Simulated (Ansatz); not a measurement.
## TiO2 (I4/m): G0W0 under other settings

Aim: change settings of a G0W0 run on TiO2 (I4/m) and see what moves.

Program: Ansatz 0.2.0. Level of theory: G0W0 on LDA, plane waves, PAW; PAW set soft_1. Results are calculated unless marked as measured.

Most raw output is cut from this account.

## (1) Starting point

Symmetry: I4/m, No. 87, tetragonal system. The conventional cell has a = 8.702 Å, b = 8.702 Å, c = 3.775 Å, α = 90.00°, β = 90.00°, γ = 90.00°. Ti has 6 O at 1.80 to 2.26 Å nearest. O has 4 Ti at 1.95 to 2.26 Å nearest. Nearest to O lie 2 Ti at 1.80 to 1.81 Å. Farther neighbours and most contacts between anions are not listed.

The cell and positions are those that the Materials Project relaxed with its own functionals (PBE, PBE+U or r2SCAN), kept fixed. This is not the form that TiO2 usually takes at ambient conditions.

## (2) The base run: 4×4×4 mesh, 324 empty bands, screening to 100 eV, PAW set soft_1 files

Now the one-shot GW correction: screening in the RPA, then the self-energy of the levels asked for. This step takes PAW set soft_1 files.

Contents of input.yaml:

```yaml
crystal:
  lattice:
    - [-4.3507577183, 4.3507577183, 1.8875555959]
    - [4.3507577183, -4.3507577183, 1.8875555959]
    - [4.3507577183, 4.3507577183, -1.8875555959]
  atoms:
    - { symbol: Ti, position: [0.2922817, 0.00285525, 0.29513695] }
    - { symbol: Ti, position: [0.00285525, 0.7077183, 0.71057354] }
    - { symbol: Ti, position: [0.99714475, 0.2922817, 0.28942646] }
    - { symbol: Ti, position: [0.7077183, 0.99714475, 0.70486305] }
    - { symbol: O, position: [0.49886382, 0.15078472, 0.64964854] }
    - { symbol: O, position: [0.16166201, 0.8403974, 0.00205942] }
    - { symbol: O, position: [0.15078471, 0.50113618, 0.65192089] }
    - { symbol: O, position: [0.15960259, 0.16166201, 0.32126461] }
    - { symbol: O, position: [0.8403974, 0.83833799, 0.67873539] }
    - { symbol: O, position: [0.84921528, 0.49886382, 0.34807911] }
    - { symbol: O, position: [0.83833799, 0.15960259, 0.99794058] }
    - { symbol: O, position: [0.50113618, 0.84921529, 0.35035146] }
kpoints:
  mp_grid: { grid: [4, 4, 4] }
hamiltonian:
  xc: lda
  pseudopotentials: { kind: paw, azcp: { folder: soft_1 }, xc_functional: pbe }
scf:
  occupations: { method: fixed }
gw:
  n_empty_bands: 324
  ecut_chi: 100
  qp_bands: [v4, c4]
  qp_kpoints: band_edges
  screening: { model: contour_deformation }
```

The run is started by

```console
ansatz run input.yaml --threads 2 --pin off --max-ram 92160MiB --backend cuda --events-out ev --progress --plain --runs-dir out --devices 1 --max-vram 13GiB
```

Elapsed: 33 s, on 1 × NVIDIA H100 80GB HBM3 (shared by 6 runs) with 2 threads of AMD EPYC 7R13 (Zen 3), shared host; peak memory 1.6 GiB; 52 s of CPU time.

Numbers from this step:

| Item | Value |
| --- | --- |
| bands summed | 372 |
| RPA ε∞ on this mesh (eigenvalues) | 6.166, 6.166, 6.270 |
| plane waves in the screening matrix | 331 |
| q-points in the mesh | 64 |
| G0W0 gap on the mesh | 3.220 eV |
| k of the valence top | -0.5, -0.5, -0.5 |
| k of the conduction bottom | 0, 0, 0 |
| starting gap on the mesh | 1.526 eV |
| Z at the valence top | 0.7170 |
| Z at the conduction bottom | 0.7435 |
| least direct G0W0 gap on the computed points | 4.001 eV |

The gap on the mesh goes from 1.53 eV to 3.22 eV, a correction of +1.69 eV. Between the two edge states, bare exchange in place of the xc potential would open the gap by 12.44 eV, and correlation takes back 10.75 eV.

## (3) Variant: accuracy level

input.yaml: that of step 2 with these lines changed.

```diff
@@ -31 +31,2 @@
   screening: { model: contour_deformation }
+accuracy: high
```

Run time: 46 s. Hardware: 1 × NVIDIA H100 80GB HBM3 (shared by 6 runs) with 2 threads; peak memory 1.6 GiB; 76 s of CPU time.

The G0W0 gap on the mesh is 3.221 eV.

Against the base:

```csv
setting,base,variant
accuracy,-,high
```

| quantity | variant | base |
| --- | --- | --- |
| starting gap on the mesh | 1.526 | 1.526 |
| G0W0 gap on the mesh | 3.221 | 3.220 |
| least direct G0W0 gap on the computed points | 4.001 | 4.001 |
| Z at the valence top | 0.717 | 0.717 |
| Z at the conduction bottom | 0.744 | 0.744 |

## (4) Variant: guard bands

input.yaml: that of step 3 with these lines changed.

```diff
@@ -26,4 +26,4 @@
 gw:
-  n_empty_bands: 324
-  ecut_chi: 100
+  n_empty_bands: 232
+  ecut_chi: 80
   qp_bands: [v4, c4]
@@ -31,2 +31,2 @@
   screening: { model: contour_deformation }
-accuracy: high
+  n_guard_bands: 2
```

Elapsed: 31 s, on 1 × NVIDIA H100 80GB HBM3 (shared by 6 runs) with 2 threads; peak memory 1.4 GiB.

The G0W0 gap on the mesh is 3.241 eV.

Against the base:

```csv
setting,base,variant
empty bands,324,232
screening cutoff (eV),100,80
n guard bands,-,2
```

```
                                    quantity  variant   base
                    starting gap on the mesh    1.526  1.526
                        G0W0 gap on the mesh    3.241  3.220
least direct G0W0 gap on the computed points    4.034  4.001
                        Z at the valence top    0.720  0.717
                  Z at the conduction bottom    0.745  0.744
```

## (5) Results

```yaml
base: 3.22 eV, 33 s
accuracy_level: 3.22 eV, 46 s
guard_bands: 3.24 eV, 31 s
```

Accuracy level: the gap moves by +0.0002 eV. Guard bands: the gap moves by +0.02 eV. The variant differs from the base in empty bands, screening cutoff and n guard bands together, so the change can't be laid to one of them. All runs here use a coarse mesh and modest cutoffs; they test settings and are not final values.

[Paths, hosts, dates, memory and timing lines, banners, echoed tables and standing remarks are left out of the program output.]

[Logs are printed without paths, hosts, clocks, repeated set-up lines and the standing remarks that a program may print on its own settings, such as how far it seeks lower states.]

[Runs of the session that timed out or met a known fault of the program may be left out.]

[Cells called generated may have been cut or substituted from an entry of the Crystallography Open Database or the Materials Project.]

[Hosts, paths, dates, database ids (printed as entryN), source tags and the programs' standing remarks are cut or masked in the printed files.]
